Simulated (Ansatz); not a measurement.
# (BP)2(AlN)2 [001] superlattice, started as zinc blende: from the cell to its phonons, part 2 of 2

Task: relax (BP)2(AlN)2 [001] superlattice, started as zinc blende, then find its harmonic phonons.

Ansatz 0.2.0; DFT LDA, scalar-relativistic, plane waves, PAW.

So far: The structure; Rough relaxation; Bringing the structure to rest. The relaxed cell has a, b, c = 3.059, 3.167, 9.050 Å (conventional setting).

The structure was built from a prototype and need not be the compound's stable phase.

## 4. Relaxing to small forces for the phonons

Phonons need a cell at rest on their own settings, so the relaxation is repeated with tight tolerances on forces and stress on the k mesh and occupations of the first response run.

The input, input.yaml:

```yaml
crystal:
  lattice:
    - [2.2394777999, 2.2394777999, 0.0]
    - [-2.1627692595, 2.1627692595, 0.0]
    - [0.0, 0.0, 9.0502371088]
  atoms:
    - { symbol: Al, position: [0.0, 0.0, 0.5391923704] }
    - { symbol: Al, position: [0.5, 0.5, 0.7711249065] }
    - { symbol: B, position: [0.0, 0.0, -0.0233895381] }
    - { symbol: B, position: [0.5, 0.5, 0.228307638] }
    - { symbol: "N", position: [0.5, 0.0, 0.6497964446] }
    - { symbol: "N", position: [0.0, 0.5, 0.8849733852] }
    - { symbol: P, position: [0.5, 0.0, 0.1016010873] }
    - { symbol: P, position: [0.0, 0.5, 0.348393706] }
kpoints:
  mp_grid: { grid: [12, 12, 4] }
hamiltonian:
  xc: lda
scf:
  occupations: { method: methfessel_paxton, width: 0.15 }
output:
  forces: true
  stress: true
  eigenvalues: true
relax:
  adjacent_minimum: "off"
  f_tol: 0.001
  max_steps: 60
  cell: { stress_tol: 0.01 }
```

On the command line:

```bash
> ansatz run input.yaml --threads 8 --pin off --max-ram 14336MiB --backend cpu --events-out ev --progress --plain --runs-dir out
```

Numbers of over 12 decimals in the logs are rounded to 6 here.

Log:

```text
[...]
Crystal: 8 atoms, lattice volume = 87.669 Å³
Basis set: ecut = 420 eV, 1695 PW (Γ)
Bands: 24, of which v1, the nominal top of the filled ones, is band 16 counted from 1 (15 counted from 0)
Symmetry: 4 space group operations
[...]
k-points: 147 of 576 (time reversal used)
[...]
- [2.238115, 2.238115, 0]
    - [-2.170048, 2.170048, 0]
    - [0, 0, 9.035467]
  atoms:
    - { symbol: Al, position: [0, 0, 0.538457] }
    - { symbol: Al, position: [0.5, 0.5, 0.771046] }
    - { symbol: B, position: [0, 0, -0.023391] }
    - { symbol: B, position: [0.5, 0.5, 0.228456] }
    - { symbol: N, position: [0.5, 0, 0.649855] }
    - { symbol: N, position: [0, 0.500000, 0.884856] }
    - { symbol: P, position: [0.5, 0, 0.101851] }
    - { symbol: P, position: [0, 0.500000, 0.348870] }
[key lines of the parts left out:]
SCF converged after 7 iterations
Free energy (F): -3530.402349 eV
Fermi energy:    10.484599 eV
P = ⅓ Tr σ = 0.0035 GPa (0.035 kbar)
```

Wall time 26 s (8 threads of Arm Neoverse V2, shared host); peak memory 0.63 GiB.

Relaxation path:

```tsv
step	energy less that of the first step (eV)	largest force component (eV/Å)	pressure (GPa)	volume (Å³)
1	0.0000	0.1837	0.14	87.67
2	-0.0015	0.0655	0.08	87.73
3	-0.0017	0.0295	0.05	87.74
4	-0.0017	0.0165	0.04	87.75
5	-0.0016	0.0061	-0.01	87.77
6	-0.0016	0.0005	0.00	87.77
7*	-0.0019	0.0005	0.00	87.77
```

Relaxation steps marked * repeat the geometry before them on a plane-wave basis chosen anew for their cell, so energy and pressure can jump there.

Forces are held to the 4 operations that the run works with; a distortion that breaks them can't arise in this run.

```tsv
cell as run	before	after	change
a (Å)	3.167	3.165	-0.1 %
b (Å)	3.059	3.069	+0.3 %
c (Å)	9.050	9.035	-0.2 %
volume (Å³/atom)	10.96	10.97	+0.1 %
```

The relaxed structure:

```cif
data_structure
_symmetry_space_group_name_H-M 'P 1'
_symmetry_Int_Tables_number 1
_cell_length_a 3.1652
_cell_length_b 3.0689
_cell_length_c 9.0355
_cell_angle_alpha 90.000
_cell_angle_beta 90.000
_cell_angle_gamma 90.000
_cell_volume 87.77
loop_
_atom_site_label
_atom_site_type_symbol
_atom_site_fract_x
_atom_site_fract_y
_atom_site_fract_z
_atom_site_occupancy
Al1 Al 0.00000 0.00000 0.53846 1
Al2 Al 0.50000 0.50000 0.77105 1
B3 B 0.00000 0.00000 0.97661 1
B4 B 0.50000 0.50000 0.22846 1
N5 N 0.50000 0.00000 0.64986 1
N6 N 0.00000 0.50000 0.88486 1
P7 P 0.50000 0.00000 0.10185 1
P8 P 0.00000 0.50000 0.34887 1
```

This step gave:

```yaml
pressure: 0.003488 GPa
volume_per_atom: 10.97 Å³
```

The largest force component left is 0.48 meV/Å and the pressure is 0.003 GPa, within the tolerances set. The cell now holds 10.97 Å³/atom.

## 5. Zone-centre response

The zone centre is the only wavevector solved here; it holds the modes that light can see, as far as symmetry allows. No field response is asked, since the mesh shows no gap.

The input, input.yaml:

```yaml
crystal:
  lattice:
    - [2.2381147998, 2.2381147998, 0.0]
    - [-2.1700482452, 2.1700482452, 0.0]
    - [0.0, 0.0, 9.0354674816]
  atoms:
    - { symbol: Al, position: [0.0, 0.0, 0.5384568651] }
    - { symbol: Al, position: [0.5, 0.5, 0.771045558] }
    - { symbol: B, position: [0.0, 0.0, -0.0233913262] }
    - { symbol: B, position: [0.5, 0.5, 0.2284562538] }
    - { symbol: "N", position: [0.5, 0.0, 0.6498554086] }
    - { symbol: "N", position: [0.0, 0.5, 0.8848558858] }
    - { symbol: P, position: [0.5, 0.0, 0.1018511609] }
    - { symbol: P, position: [0.0, 0.5, 0.3488701939] }
kpoints:
  mp_grid: { grid: [12, 12, 4] }
hamiltonian:
  xc: lda
scf:
  occupations: { method: methfessel_paxton, width: 0.15 }
output:
  eigenvalues: true
phonons:
  method: dfpt
```

Log:

```text
zone centre: on kpoints.mp_grid the ground state, and the responses unless they are solved on pairs of k-points, stand on 222 of the mesh's 576 k-points, reduced under 2 symmetry operations, with k and −k counted as one. Each operation leaves every solved displacement unchanged or reverses it
[...]
Crystal: 8 atoms, lattice volume = 87.767 Å³
Basis set: ecut = 420 eV, 1699 PW (Γ), exchange–correlation on 48×48×128 points (8 copies of the dense FFT grid, shifted against one another)
Bands: 24, of which v1, the nominal top of the filled ones, is band 16 counted from 1 (15 counted from 0)
Symmetry: 4 space group operations
k-points: 222 of 576 (irreducible under 2 space group operations, time reversal used)
[...]
SCF iter   1: F=—  HF=-3530.428966 eV  |F-HF|=—  |Δ(HF+E_count)|=         —  Δρ=8.93e-3  dr2=1.14e-1  ethr=1.77e-3  ⟨swp⟩=7.0  Hψ=32293  notcnv=0
[...]
SCF iter  13: F=-3530.402350 eV  HF=-3530.402350 eV  |F-HF|=1.36e-12  |Δ(HF+E_count)|=  3.18e-12  S|Δr|=    0.00e0  Δρ=2.74e-8  dr2=1.10e-12  ethr=1.00e-12  ⟨swp⟩=11.7  Hψ=28197  notcnv=0
SCF 1 converged in 13 iterations: F = -3530.402350 eV  dr2 = 1.10e-12
[...]
DFPT response loops at Γ: preconditioner auto → Kerker (q_TF=auto, 2.306 Å⁻¹) (partly filled bands, converged f_vac=0.000); β = 1.00, the filter's whole step (`scf.mixing.beta` (0.50) is not read by the response loops under this deck's `scf.mixing.preconditioner`; to damp them name `kerker` or `kerker_dos`, under which they read `scf.mixing.beta`, and type it under 1.00, their step now; both keys bind the ground state too); Broyden in place of MSR1
SCF converged after 13 iterations
[...]
Free energy (F): -3530.402350 eV
[...]
Internal energy: -3530.404018 eV  (E = F + TS)
E sigma→0 (E₀):  -3530.402767 eV
Entropy (-TS):   0.001668 eV (0.209 meV/atom)
Fermi energy:    10.484599 eV
[...]
--- Band table (eV; the first three rows and the last of 222) ---
  k-point 0: bands = [... 12 lower, 6.8319, 8.0309, 8.8400, 9.8904, 10.5869, 10.6948, 11.7401, 12.0827, ... 4 higher]
  k-point 1: bands = [... 12 lower, 6.8582, 7.6134, 8.8014, 9.9025, 10.6606, 10.7487, 11.7070, 12.0966, ... 4 higher]
  k-point 2: bands = [... 12 lower, 6.8839, 6.9395, 8.7625, 9.9246, 10.6268, 10.8757, 11.6740, 12.1101, ... 4 higher]
  k-point 221: bands = [... 12 lower, 4.5714, 4.5758, 4.8630, 4.9138, 10.4532, 11.4867, 11.9900, 12.4445, ... 4 higher]
--- Phonons (Γ-DFPT): 16 representative perturbations + reference, on 222 of 576 k-points (Σ response iterations 48) ---
  k mesh reduced under 2 symmetry operations, with k and −k counted as one. Each operation leaves every solved displacement unchanged or reverses it
  ASR residual: 3.062e-5 → 0.000e0 eV/Å²; symmetrization residual: 1.077e-6 eV/Å²
  ASR residual per site (eV/Å²): 2.79e-6 2.79e-6 5.95e-6 5.20e-6 1.06e-5 3.06e-5 3.31e-6 1.39e-5
  Γ frequencies (cm⁻¹): -79.44 0.00 0.00 0.00 186.62 191.84 239.76 245.00 296.67 337.91 354.39 382.05 394.49 538.96 626.56 643.72 681.89 696.39 703.59 773.91 779.84 807.80 826.69 834.77
  non-analytic LO–TO correction: not included (Born effective charges unavailable; polar crystals: no LO–TO splitting at Γ)
```

The job ended after 77 s (8 threads; peak memory 1.9 GiB; 9.1 min of CPU time).

In the SCF lines HF is the Harris–Foulkes energy and dr2 the Hartree energy of the density residual, in eV; the loop may stop once dr2 is under the threshold and the program's other checks hold. Hψ counts applications of the Hamiltonian.

This step gave:

* sum-rule residual before enforcement: 3.06e-5 eV/Å²
* point group: mm2
* highest optical mode at the zone centre (no LO-TO term): 834.8 cm⁻¹
* lowest optical zone-centre mode: -79.44 cm⁻¹

Patterns of degenerate modes are one choice out of their space. The modes at Γ (shares of kinetic energy by element, %) (negative means imaginary):

```tsv
mode	frequency (cm⁻¹)	symmetry	Al %	B %	N %	P %
1	-79.4	B1	5	63	30	2
2	0.0	acoustic	33	13	17	37
3	0.0	acoustic	33	13	17	37
4	0.0	acoustic	33	13	17	37
5	186.6	B2	36	12	13	39
6	191.8	B1	33	7	9	50
7	239.8	B2	24	16	10	50
8	245.0	B1	33	17	17	32
9	296.7	B2	51	5	15	29
10	337.9	A1	43	8	14	36
11	354.4	A1	36	12	16	37
12	382.1	B1	7	25	52	16
13	394.5	B1	59	2	4	35
14	539.0	A1	42	1	4	53
15	626.6	A1	22	16	48	14
16	643.7	B1	30	0	70	0
17	681.9	B2	26	13	54	7
18	696.4	B2	28	1	71	0
19	703.6	A1	24	3	72	1
20	773.9	B2	1	73	6	20
21	779.8	B1	0	73	1	27
22	807.8	A1	0	82	0	18
23	826.7	B2	2	69	12	17
24	834.8	A1	1	66	30	4
```

Displacements in mode 1 (-79.4 cm⁻¹), the largest set to 1:
```
Al1  0.04 -0.04  0.00
Al2  0.18 -0.18  0.00
B3  -1.00  1.00  0.00
B4  -0.12  0.12  0.00
N5   0.20 -0.20  0.00
N6   0.57 -0.57  0.00
P7  -0.10  0.10  0.00
P8  -0.05  0.05  0.00
```

Displacements in mode 21 (779.8 cm⁻¹), the largest set to 1:
```
Al1 -0.01  0.01  0.00
Al2 -0.01  0.01  0.00
B3  -0.04  0.04  0.00
B4  -1.00  1.00  0.00
N5   0.04 -0.04  0.00
N6  -0.07  0.07  0.00
P7   0.36 -0.36  0.00
P8   0.04 -0.04  0.00
```

Before it was imposed, the acoustic sum rule was missed by 3.1e-5 eV/Å². Small misses are needed for a sound result but don't prove that mesh and cutoff are converged. The lowest optical mode is imaginary, 79.4i cm⁻¹, so the energy falls along it.

## 6. Another isotope, element B, natural mass 10.81 amu

An isotope changes the mass and not the force constants, so no new electronic calculation is needed; the shifts show which modes move this element.

The same force constants with the mass of B changed from 10.810 to 10.013 u (phonopy, no LO-TO term). Both lists are sorted by frequency; levels can cross, so a row need not hold one and the same mode. Modes under 3 cm⁻¹ are left out. Isotope shifts, by row:

```tsv
q	rank	natural mass (cm⁻¹)	changed mass (cm⁻¹)
0 0 0	1	-79.44	-81.36
0 0 0	5	186.6	187.4
0 0 0	6	191.8	192.4
0 0 0	7	239.8	241.2
0 0 0	8	245	246.6
0 0 0	9	296.7	297.2
0 0 0	10	337.9	338.9
0 0 0	11	354.4	355.9
0 0 0	12	382.1	385.7
0 0 0	13	394.5	394.9
0 0 0	14	539	539.1
0 0 0	15	626.6	630
0 0 0	16	643.7	643.8
0 0 0	17	681.9	684.8
0 0 0	18	696.4	696.6
0 0 0	19	703.6	704.4
0 0 0	20	773.9	796.1
0 0 0	21	779.8	802.2
0 0 0	22	807.8	833.8
0 0 0	23	826.7	849.3
0 0 0	24	834.8	856.7
```

A mode of this element alone would shift by +3.90 %. The highest zone-centre frequency without the field goes from 834.8 to 856.7 cm⁻¹ (+2.6 %).

## 7. Another isotope, element N, natural mass 14.007 amu

The same for N, from 14.01 to 15.00 u.

A mode of this element alone would shift by -3.37 %. The highest zone-centre frequency without the field goes from 834.8 to 826.9 cm⁻¹ (-0.9 %).

## 8. Results

```yaml
space_group_after_relaxation_within_0p01_a: Pmm2
volume_per_atom: 11.0 Å³
electronic_character: no gap on this mesh
highest_optical_mode_at_the_zone_centre_no_lo_to_term: 835 cm⁻¹
lowest_optical_zone_centre_mode: -79.4 cm⁻¹
imaginary_modes_at_gamma_the_only_wavevector_solved: yes
```

In words: A zone-centre mode is imaginary (79.4i cm⁻¹), so this structure is not a minimum of the energy. The optical modes at Γ span -79 to 835 cm⁻¹ (negative means imaginary). No dispersion was computed. The highest mode in this list at Γ, 834.8 cm⁻¹, has its largest share on B (66 % of the kinetic energy). With no gap, or one that is small against the smearing, the frequencies hang on the k mesh and the smearing, most of all near Kohn anomalies. The starting cell was built on a prototype and not taken from a measurement, so the phase need not exist. These are harmonic frequencies at zero temperature: anharmonic shifts, linewidths and thermal expansion are left out.

[Logs are printed without paths, hosts, clocks, repeated set-up lines and the standing remarks that a program may print on its own settings, such as how far it seeks lower states.]

[Hosts, paths, dates, database ids (printed as entryN), source tags and the programs' standing remarks are cut or masked in the printed files.]
